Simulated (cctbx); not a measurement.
**Li2ScBr4 with cctbx, script by script**

Library: cctbx 2025.11. The data are simulated by the first script.

## 1. Simulate the data

run.py:

```python
from cctbx import adptbx, crystal, miller, sgtbx, xray
from cctbx.array_family import flex
from iotbx.shelx import hklf
from scitbx import matrix
import scitbx.random

cs = crystal.symmetry(unit_cell=(12.314, 4.058, 13.937, 90, 90, 90), space_group_symbol='Hall: -P 2ac 2n')  # Pnma
atoms = [  # label, site, U (iso, or U11 U22 U33 U12 U13 U23 in A^2), occupancy
    ("Br1", (0.4737, 0.75, 0.2187), (0.0060, 0.0049, 0.0055, 0.0000, -0.0003, 0.0000), 1),
    ("Br2", (0.4097, 0.25, 0.4312), (0.0038, 0.0130, 0.0100, 0.0000, 0.0029, 0.0000), 1),
    ("Br3", (0.3726, 0.75, 0.9628), (0.0044, 0.0084, 0.0073, 0.0000, 0.0014, 0.0000), 1),
    ("Br4", (0.2839, 0.75, 0.6914), (0.0251, 0.0171, 0.0083, 0.0000, 0.0070, 0.0000), 1),
    ("Sc1", (0.251, 0.25, 0.8445), (0.0101, 0.0156, 0.0140, 0.0000, -0.0008, 0.0000), 1),
    ("Li1", (0.4295, 0.25, 0.1119), (0.0207, 0.0177, 0.0200, 0.0000, -0.0026, 0.0000), 1),
    ("Li2", (0.4317, 0.25, 0.6187), (0.0266, 0.0208, 0.0268, 0.0000, 0.0082, 0.0000), 1),
]
xs = xray.structure(crystal_symmetry=cs)
for label, site, u, occ in atoms:
    u = adptbx.u_cif_as_u_star(cs.unit_cell(), u) if isinstance(u, tuple) else u
    xs.add_scatterer(xray.scatterer(label, site=site, u=u, occupancy=occ))
xs.set_inelastic_form_factors(0.71073, "sasaki")
xs.show_summary()
p1 = xs.expand_to_p1()
ms = miller.build_set(p1, anomalous_flag=True, d_min=0.8)
flex.set_random_seed(783435)
scitbx.random.set_random_seed(783435)
ms = ms.select(flex.random_double(ms.size()) < 0.95)
i = ms.structure_factors_from_scatterers(p1, algorithm="direct").f_calc().as_intensity_array().data()
i = i * 20000 / flex.max(i)
sig = flex.sqrt(i + flex.pow2(0.02 * i) + 8 ** 2)
noise = scitbx.random.variate(scitbx.random.normal_distribution())(i.size())
data = ms.array(data=i + sig * noise, sigmas=sig).set_observation_type_xray_intensity()
with open("data.hkl", "w") as f:
    data.export_as_shelx_hklf(f)
print("reflections written:", data.size(), " <I/sigma> = %.1f" % flex.mean(data.data() / data.sigmas()))
for h, a, b in list(data.sort("data"))[:12]:
    print("%4d%4d%4d %9.1f %7.1f" % (h + (a, b)))
```

```console
$ python run.py
```

```text
Number of scatterers: 7
At special positions: 7
Unit cell: (12.314, 4.058, 13.937, 90, 90, 90)
Space group: P n m a (No. 62)
reflections written: 5391  <I/sigma> = 13.0
   0   2   0   20427.2   424.3
   0  -2   0   19785.4   424.3
  -4   0   2    9322.2   205.2
  -4   0  -2    9029.5   205.2
   4   0  -2    9002.3   205.2
   4   0   2    8823.9   205.2
   0  -4   0    7440.6   166.6
   0   4   0    7058.2   166.6
   3   1   1    6423.4   146.3
  -3   1  -1    6306.4   146.3
  -3  -1  -1    6285.3   146.3
   3   1  -1    6270.0   146.3
```

It took 0.38 s on 1 thread of Arm Neoverse N1, on a shared host, peak memory 0.07 GiB.

## 2. Refinement (right model, isotropic)

run.py:

```python
import math
from cctbx import adptbx, crystal, maptbx, sgtbx, xray
from cctbx.array_family import flex
from cctbx.xray import observations
from iotbx.shelx import hklf
from scitbx.lstbx import normal_eqns_solving
from smtbx import absolute_structure, utils
from smtbx.refinement import constraints, least_squares

cs = crystal.symmetry(unit_cell=(12.314, 4.058, 13.937, 90, 90, 90), space_group_symbol='Hall: -P 2ac 2n')  # Pnma
atoms = [  # label, site, U (iso, or U11 U22 U33 U12 U13 U23 in A^2), occupancy
    ("Br1", (0.4735, 0.75, 0.2138), 0.0200, 1),
    ("Br2", (0.4069, 0.25, 0.4294), 0.0200, 1),
    ("Br3", (0.3752, 0.75, 0.9624), 0.0200, 1),
    ("Br4", (0.2812, 0.75, 0.6874), 0.0200, 1),
    ("Sc1", (0.2453, 0.25, 0.8418), 0.0200, 1),
    ("Li1", (0.4324, 0.25, 0.1083), 0.0200, 1),
    ("Li2", (0.4299, 0.25, 0.6187), 0.0200, 1),
]
xs = xray.structure(crystal_symmetry=cs)
for label, site, u, occ in atoms:
    u = adptbx.u_cif_as_u_star(cs.unit_cell(), u) if isinstance(u, tuple) else u
    xs.add_scatterer(xray.scatterer(label, site=site, u=u, occupancy=occ))
xs.set_inelastic_form_factors(0.71073, "sasaki")
raw = hklf.reader(file_name="data.hkl").as_miller_arrays(crystal_symmetry=cs, anomalous=True)[0]
merged = raw.eliminate_sys_absent().merge_equivalents()
fo2 = merged.array().set_observation_type_xray_intensity()
print("Rint %.3f, %d unique reflections to %.2f A" % (merged.r_int(), fo2.size(), fo2.d_min()))
for sc in xs.scatterers():
    sc.flags.set_grad_site(True)
    sc.flags.set_grad_u_aniso(sc.flags.use_u_aniso())
    sc.flags.set_grad_u_iso(sc.flags.use_u_iso())
obs = fo2.as_xray_observations()
extra = {}
rep = constraints.reparametrisation(xs, [], utils.connectivity_table(xs), **extra)
ls = least_squares.crystallographic_ls(obs, rep, weighting_scheme=least_squares.mainstream_shelx_weighting(a=0, b=0))
print("cycle     R1     wR2    GooF  max shift (A)")
for cycle in range(8):
    ls.build_up()
    r1, wr2, goof = ls.r1_factor(cutoff_factor=2)[0], ls.wR2(), ls.goof()
    old = xs.sites_cart()
    normal_eqns_solving.levenberg_marquardt_iterations(ls, n_max_iterations=3, tau=1e-06, step_threshold=1e-7)
    big = flex.max((xs.sites_cart() - old).norms())
    print("%4d %7.4f %7.4f %7.3f %9.5f" % (cycle + 1, r1, wr2, goof, big))
    ls.build_up(objective_only=True)
    if abs(ls.wR2() - wr2) < 5e-5 and big < 5e-4:
        break
ls.build_up()
print("final R1 %.4f wR2 %.4f GooF %.3f  parameters %d  data/parameter %.1f" % (ls.r1_factor(cutoff_factor=2)[0], ls.wR2(), ls.goof(), ls.n_parameters, fo2.size() / ls.n_parameters))
cov = ls.covariance_matrix_and_annotations()
su = dict(zip(cov.annotations, (math.sqrt(max(v, 0)) for v in cov.matrix.matrix_packed_u_diagonal())))
a2 = cs.unit_cell().reciprocal_parameters()[0] ** -2
print("atom        x        y        z      Ueq    occ   su(xyz)  su(Uiso or U11)")
for sc in xs.scatterers():
    s = max(su.get(sc.label + k, 0) for k in (".x", ".y", ".z"))
    npd = "" if sc.is_positive_definite_u(cs.unit_cell()) else "  NPD"
    print("%-5s %8.5f %8.5f %8.5f %8.4f %6.3f %8.5f %7.4f%s" % ((sc.label,) + sc.site + (sc.u_iso_or_equiv(cs.unit_cell()), sc.occupancy, s, su.get(sc.label + ".uiso", su.get(sc.label + ".u11", 0) * a2), npd)))
fo = fo2.f_sq_as_f()
fc = fo.structure_factors_from_scatterers(xs, algorithm="direct").f_calc()
diff = fo.f_obs_minus_f_calc(1 / math.sqrt(ls.scale_factor()), fc).average_bijvoet_mates()
m = diff.fft_map(symmetry_flags=maptbx.use_space_group_symmetry, resolution_factor=0.25).apply_volume_scaling()
print("difference map: max %.2f min %.2f rms %.2f" % (m.statistics().max(), m.statistics().min(), m.statistics().sigma()))
peaks = m.peak_search(parameters=maptbx.peak_search_parameters(min_distance_sym_equiv=0.6, max_clusters=6)).all()
near = xs.closest_distances(peaks.sites(), distance_cutoff=4)
sps = cs.special_position_settings(min_distance_sym_equiv=0.5)
for k, (x, h) in enumerate(zip(peaks.sites(), peaks.heights())):
    ss = sps.site_symmetry(x)
    print("Q%-3d %7.4f %7.4f %7.4f %4d %7.2f  %.2f A from %s" % ((k + 1,) + tuple(t % 1 for t in ss.exact_site()) + (ss.multiplicity(), h, near.smallest_distances[k], xs.scatterers()[near.i_seqs[k]].label)))
```

```console
$ python run.py
```

```text
Rint 0.033, 815 unique reflections to 0.80 A
cycle     R1     wR2    GooF  max shift (A)
   1  0.1858  0.3712  15.370   0.09492
   2  0.0441  0.0891   3.691   0.00060
   3  0.0441  0.0891   3.691   0.00000
final R1 0.0441 wR2 0.0891 GooF 3.691  parameters 21  data/parameter 38.8
atom        x        y        z      Ueq    occ   su(xyz)  su(Uiso or U11)
Br1    0.47370  0.75000  0.21869   0.0054  1.000  0.00008  0.0003
Br2    0.40973  0.25000  0.43120   0.0089  1.000  0.00009  0.0003
Br3    0.37242  0.75000  0.96270   0.0069  1.000  0.00009  0.0003
Br4    0.28392  0.75000  0.69135   0.0163  1.000  0.00011  0.0003
Sc1    0.25094  0.25000  0.84425   0.0130  1.000  0.00020  0.0005
Li1    0.42597  0.25000  0.11205   0.0164  1.000  0.00184  0.0045
Li2    0.43162  0.25000  0.62019   0.0199  1.000  0.00197  0.0048
difference map: max 5.36 min -5.52 rms 0.39
Q1    0.2544  0.2500  0.1782    4    5.54  0.51 A from Br4
Q2    0.1757  0.2500  0.2038    4    5.39  0.53 A from Br4
Q3    0.0890  0.6266  0.9304    8    2.52  0.50 A from Br2
Q4    0.1155  0.2500  0.4889    4    1.56  0.39 A from Br3
Q5    0.1960  0.2500  0.1133    4    1.54  1.12 A from Br4
Q6    0.0878  0.2500  0.1865    4    1.31  1.58 A from Br4
```

Time: 0.54 s.

Figures of merit this high mean that the model is still wrong or incomplete.

## 3. Refinement (right model, anisotropic)

run.py, as its changes from the last script of this kind:

```diff
@@ -12,7 +12,7 @@
-    ("Br1", (0.4735, 0.75, 0.2138), 0.0200, 1),
-    ("Br2", (0.4069, 0.25, 0.4294), 0.0200, 1),
-    ("Br3", (0.3752, 0.75, 0.9624), 0.0200, 1),
-    ("Br4", (0.2812, 0.75, 0.6874), 0.0200, 1),
-    ("Sc1", (0.2453, 0.25, 0.8418), 0.0200, 1),
-    ("Li1", (0.4324, 0.25, 0.1083), 0.0200, 1),
-    ("Li2", (0.4299, 0.25, 0.6187), 0.0200, 1),
+    ("Br1", (0.4737, 0.75, 0.21869), 0.0054, 1),
+    ("Br2", (0.40973, 0.25, 0.4312), 0.0089, 1),
+    ("Br3", (0.37242, 0.75, 0.9627), 0.0069, 1),
+    ("Br4", (0.28392, 0.75, 0.69135), 0.0163, 1),
+    ("Sc1", (0.25094, 0.25, 0.84425), 0.0130, 1),
+    ("Li1", (0.42597, 0.25, 0.11205), 0.0164, 1),
+    ("Li2", (0.43162, 0.25, 0.62019), 0.0199, 1),
@@ -24,0 +25 @@
+xs.convert_to_anisotropic()
```

```console
$ python run.py
```

```text
Rint 0.033, 815 unique reflections to 0.80 A
cycle     R1     wR2    GooF  max shift (A)
   1  0.0441  0.0891   3.741   0.04252
   2  0.0114  0.0220   0.924   0.00033
final R1 0.0114 wR2 0.0220 GooF 0.924  parameters 42  data/parameter 19.4
atom        x        y        z      Ueq    occ   su(xyz)  su(Uiso or U11)
Br1    0.47369  0.75000  0.21866   0.0054  1.000  0.00002  0.0001
Br2    0.40970  0.25000  0.43120   0.0090  1.000  0.00002  0.0001
Br3    0.37256  0.75000  0.96279   0.0067  1.000  0.00002  0.0001
Br4    0.28390  0.75000  0.69141   0.0168  1.000  0.00003  0.0002
Sc1    0.25102  0.25000  0.84453   0.0133  1.000  0.00005  0.0003
Li1    0.42945  0.25000  0.11192   0.0190  1.000  0.00048  0.0029
Li2    0.43151  0.25000  0.61895   0.0261  1.000  0.00055  0.0035
difference map: max 0.56 min -0.79 rms 0.15
Q1    0.1371  0.6050  0.6573    8    0.57  1.19 A from Li1
Q2    0.1625  0.7500  0.1948    4    0.57  1.57 A from Li2
Q3    0.0262  0.7500  0.4521    4    0.57  2.23 A from Br3
Q4    0.0164  0.2500  0.4282    4    0.56  1.21 A from Li1
Q5    0.0065  0.0849  0.6676    8    0.55  1.01 A from Br1
Q6    0.1756  0.2500  0.1552    4    0.54  0.71 A from Br4
```

Time: 0.52 s.

## 4. Refinement

run.py, as its changes from the last script of this kind:

```diff
@@ -18,0 +19 @@
+    ("Li3", (0.73, 0.442, 0.141), 0.0300, 1),
@@ -25 +25,0 @@
-xs.convert_to_anisotropic()
@@ -39 +39 @@
-for cycle in range(8):
+for cycle in range(12):
```

```console
$ python run.py
```

```text
Rint 0.033, 815 unique reflections to 0.80 A
cycle     R1     wR2    GooF  max shift (A)
   1  0.0557  0.1095   4.547   0.13872
   2  0.0450  0.0911   3.781   0.28358
   3  0.0444  0.0898   3.730   1.10632
   4  0.0445  0.0896   3.719   0.92984
   5  0.0444  0.0894   3.711   0.71172
   6  0.0443  0.0893   3.707   0.27005
   7  0.0443  0.0893   3.706   0.12587
   8  0.0443  0.0893   3.706   0.06241
   9  0.0443  0.0893   3.706   0.03454
  10  0.0443  0.0893   3.706   0.02045
  11  0.0443  0.0893   3.706   0.01244
  12  0.0443  0.0893   3.706   0.00765
final R1 0.0443 wR2 0.0893 GooF 3.706  parameters 25  data/parameter 32.6
atom        x        y        z      Ueq    occ   su(xyz)  su(Uiso or U11)
Br1    0.47370  0.75000  0.21869   0.0054  1.000  0.00008  0.0003
Br2    0.40973  0.25000  0.43120   0.0089  1.000  0.00009  0.0003
Br3    0.37242  0.75000  0.96270   0.0069  1.000  0.00009  0.0003
Br4    0.28392  0.75000  0.69135   0.0163  1.000  0.00011  0.0003
Sc1    0.25094  0.25000  0.84425   0.0130  1.000  0.00020  0.0005
Li1    0.42602  0.25000  0.11198   0.0165  1.000  0.00185  0.0045
Li2    0.43143  0.25000  0.62013   0.0201  1.000  0.00200  0.0048
Li3    1.01559  0.55394  0.13249   1.0000  1.000  0.13344  0.4865
difference map: max 5.33 min -5.54 rms 0.39
Q1    0.2544  0.2500  0.1782    4    5.51  0.51 A from Br4
Q2    0.1756  0.2500  0.2038    4    5.36  0.53 A from Br4
Q3    0.0889  0.6265  0.9307    8    2.58  0.50 A from Br2
Q4    0.1959  0.2500  0.1133    4    1.53  1.12 A from Br4
Q5    0.1155  0.2500  0.4890    4    1.50  0.40 A from Br3
Q6    0.0878  0.2500  0.1866    4    1.31  1.58 A from Br4
```

Time: 0.94 s.

This run holds a fault made on purpose: spurious atom: Li3.

## 5. Refinement

run.py, as its changes from the last script of this kind:

```diff
@@ -12,8 +12,7 @@
-    ("Br1", (0.4737, 0.75, 0.21869), 0.0054, 1),
-    ("Br2", (0.40973, 0.25, 0.4312), 0.0089, 1),
-    ("Br3", (0.37242, 0.75, 0.9627), 0.0069, 1),
-    ("Br4", (0.28392, 0.75, 0.69135), 0.0163, 1),
-    ("Sc1", (0.25094, 0.25, 0.84425), 0.0130, 1),
-    ("Li1", (0.42597, 0.25, 0.11205), 0.0164, 1),
-    ("Li2", (0.43162, 0.25, 0.62019), 0.0199, 1),
-    ("Li3", (0.73, 0.442, 0.141), 0.0300, 1),
+    ("Br1", (0.5105, 0.75, 0.1621), 0.0200, 1),
+    ("Br2", (0.3644, 0.25, 0.4297), 0.0200, 1),
+    ("Br3", (0.3106, 0.75, 0.9635), 0.0200, 1),
+    ("Br4", (0.2419, 0.75, 0.6839), 0.0200, 1),
+    ("Sc1", (0.3098, 0.25, 0.8946), 0.0200, 1),
+    ("Li1", (0.3804, 0.25, 0.1056), 0.0200, 1),
+    ("Li2", (0.4889, 0.25, 0.6172), 0.0200, 1),
@@ -39 +38 @@
-for cycle in range(12):
+for cycle in range(10):
@@ -43 +42 @@
-    normal_eqns_solving.levenberg_marquardt_iterations(ls, n_max_iterations=3, tau=1e-06, step_threshold=1e-7)
+    normal_eqns_solving.levenberg_marquardt_iterations(ls, n_max_iterations=3, tau=0.0001, step_threshold=1e-7)
```

```console
$ python run.py
```

```text
Rint 0.033, 815 unique reflections to 0.80 A
cycle     R1     wR2    GooF  max shift (A)
   1  0.7920  0.9717  40.238  10.54068
   2  0.6731  0.9222  38.190   3.98295
   3  0.6372  0.9015  37.334   1.73396
   4  0.6236  0.8928  36.973   1.31181
   5  0.5924  0.8727  36.138   0.95795
   6  0.5878  0.8708  36.060   1.82173
   7  0.5888  0.8714  36.085   1.54008
   8  0.5891  0.8715  36.092   1.45522
   9  0.6056  0.8819  36.521   4.12794
  10  0.5915  0.8734  36.168   2.28155
final R1 0.5889 wR2 0.8711 GooF 36.072  parameters 21  data/parameter 38.8
atom        x        y        z      Ueq    occ   su(xyz)  su(Uiso or U11)
Br1    0.51623  0.75000  0.11055   0.0224  1.000  0.00302  0.0079
Br2    0.36251  0.25000  0.43615   0.0013  1.000  0.00206  0.0058
Br3    0.32722  0.75000  0.96689   0.0001  1.000  0.00198  0.0057
Br4    0.23553  0.75000  0.69018   0.0001  1.000  0.00207  0.0056
Sc1    0.39881  0.25000  0.91311   0.0001  1.000  0.00416  0.0093
Li1    0.97664  0.25000 -0.14994   0.3920  1.000  0.54425  3.0677
Li2    0.35906  0.25000  0.26762   0.2747  1.000  0.37395  2.0345
difference map: max 123.92 min -53.00 rms 10.84
Q1    0.2313  0.7500  0.6903    4  127.02  0.05 A from Br4
Q2    0.0237  0.7500  0.2798    4   91.93  1.53 A from Br1
Q3    0.1400  0.7500  0.9393    4   89.23  0.05 A from Br2
Q4    0.1787  0.2500  0.4691    4   88.37  0.08 A from Br3
Q5    0.0728  0.2500  0.4477    4   58.76  1.26 A from Br3
Q6    0.0072  0.2500  0.2313    4   56.44  1.82 A from Li2
```

Time: 0.86 s.

This run holds a fault made on purpose: start far from the minimum.

## 6. Refinement

run.py, as its changes from the last script of this kind:

```diff
@@ -12,7 +12,6 @@
-    ("Br1", (0.5105, 0.75, 0.1621), 0.0200, 1),
-    ("Br2", (0.3644, 0.25, 0.4297), 0.0200, 1),
-    ("Br3", (0.3106, 0.75, 0.9635), 0.0200, 1),
-    ("Br4", (0.2419, 0.75, 0.6839), 0.0200, 1),
-    ("Sc1", (0.3098, 0.25, 0.8946), 0.0200, 1),
-    ("Li1", (0.3804, 0.25, 0.1056), 0.0200, 1),
-    ("Li2", (0.4889, 0.25, 0.6172), 0.0200, 1),
+    ("Br1", (0.4737, 0.75, 0.21869), 0.0054, 1),
+    ("Br2", (0.40973, 0.25, 0.4312), 0.0089, 1),
+    ("Br3", (0.37242, 0.75, 0.9627), 0.0069, 1),
+    ("Br4", (0.28392, 0.75, 0.69135), 0.0163, 1),
+    ("Sc1", (0.25094, 0.25, 0.84425), 0.0130, 1),
+    ("Li1", (0.42597, 0.25, 0.11205), 0.0164, 1),
@@ -24,0 +24 @@
+xs.convert_to_anisotropic()
@@ -38 +38 @@
-for cycle in range(10):
+for cycle in range(12):
@@ -42 +42 @@
-    normal_eqns_solving.levenberg_marquardt_iterations(ls, n_max_iterations=3, tau=0.0001, step_threshold=1e-7)
+    normal_eqns_solving.levenberg_marquardt_iterations(ls, n_max_iterations=3, tau=1e-06, step_threshold=1e-7)
```

```console
$ python run.py
```

```text
Rint 0.033, 815 unique reflections to 0.80 A
cycle     R1     wR2    GooF  max shift (A)
   1  0.0511  0.1013   4.233   0.04121
   2  0.0239  0.0502   2.100   0.00025
final R1 0.0239 wR2 0.0502 GooF 2.100  parameters 36  data/parameter 22.6
atom        x        y        z      Ueq    occ   su(xyz)  su(Uiso or U11)
Br1    0.47369  0.75000  0.21864   0.0054  1.000  0.00005  0.0003
Br2    0.40970  0.25000  0.43120   0.0088  1.000  0.00005  0.0003
Br3    0.37251  0.75000  0.96282   0.0066  1.000  0.00005  0.0003
Br4    0.28393  0.75000  0.69143   0.0165  1.000  0.00006  0.0004
Sc1    0.25101  0.25000  0.84459   0.0132  1.000  0.00011  0.0007
Li1    0.42928  0.25000  0.11261   0.0148  1.000  0.00106  0.0064
difference map: max 5.86 min -0.78 rms 0.24
Q1    0.0685  0.7500  0.1189    4    6.16  2.55 A from Br1
Q2    0.1392  0.6018  0.6585    8    0.63  1.22 A from Li1
Q3    0.0234  0.7500  0.4454    4    0.59  2.26 A from Br3
Q4    0.1402  0.7500  0.1818    4    0.58  2.24 A from Br4
Q5    0.0007  0.2500  0.8144    4    0.57  1.37 A from Br1
Q6    0.0848  0.2500  0.1731    4    0.54  1.64 A from Br4
```

Run time: 0.53 s on 1 thread of Arm Neoverse N1, on a shared host, peak memory 0.09 GiB.

This run holds a fault made on purpose: atom left out: Li2.

[Logs are printed without paths, hosts, clocks, repeated set-up lines and the standing remarks that a program may print on its own settings, such as how far it seeks lower states.]
